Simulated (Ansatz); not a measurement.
Planning a run of Ansatz 0.2.0 on InGaSbAs (zincblende [001] superlattice) (Pmm2). The input:

The structure was built from a prototype and need not be the compound's stable phase.

```yaml
crystal:
  lattice:
    - [4.3276117743, 0.0, 0.0]
    - [0.0, 4.2854637058, 0.0]
    - [0.0, 0.0, 6.1218509549]
  atoms:
    - { symbol: In, position: [0.0, 0.0, 0.1421167298] }
    - { symbol: As, position: [0.5, 0.0, 0.3902370025] }
    - { symbol: Ga, position: [0.5, 0.5, 0.6075255951] }
    - { symbol: Sb, position: [0.0, 0.5, 0.8533742297] }
kpoints:
  mp_grid: { grid: [4, 4, 4] }
hamiltonian:
  xc: hse06
  pseudopotentials: { kind: paw, azcp: { folder: "./paw" } }
scf:
  occupations: { method: fermi_dirac, width: 0.03 }
  n_extra_bands: 5
output:
  eigenvalues: true
```

```sh
ansatz run input.yaml --threads 3 --pin off --max-ram 92160MiB --backend cuda --events-out ev --progress --plain --runs-dir out --devices 1 --max-vram 13GiB
```

Q: Estimate wall time and host memory on 1 × NVIDIA H100 80GB HBM3 (shared by 6 runs) with 3 threads of AMD EPYC 7R13 (Zen 3), shared host.

It took 35 s; on shared hardware allow 18 s to 70 s. Peak host memory was 1.4 GiB. The sizes that set the cost: 2205 plane waves a state, 27 irreducible k points and 27 SCF cycles.

Exact exchange couples every pair of k points and filled bands, so it costs far more than a semilocal run.

[Paths, hosts, dates, memory and timing lines, banners, echoed tables and standing remarks are left out of the program output.]

[Logs are printed without paths, hosts, clocks, repeated set-up lines and the standing remarks that a program may print on its own settings, such as how far it seeks lower states.]

[Runs of the session that timed out or met a known fault of the program may be left out.]

[Cells called generated may have been cut or substituted from an entry of the Crystallography Open Database or the Materials Project.]

[Hosts, paths, dates, database ids (printed as entryN), source tags and the programs' standing remarks are cut or masked in the printed files.]
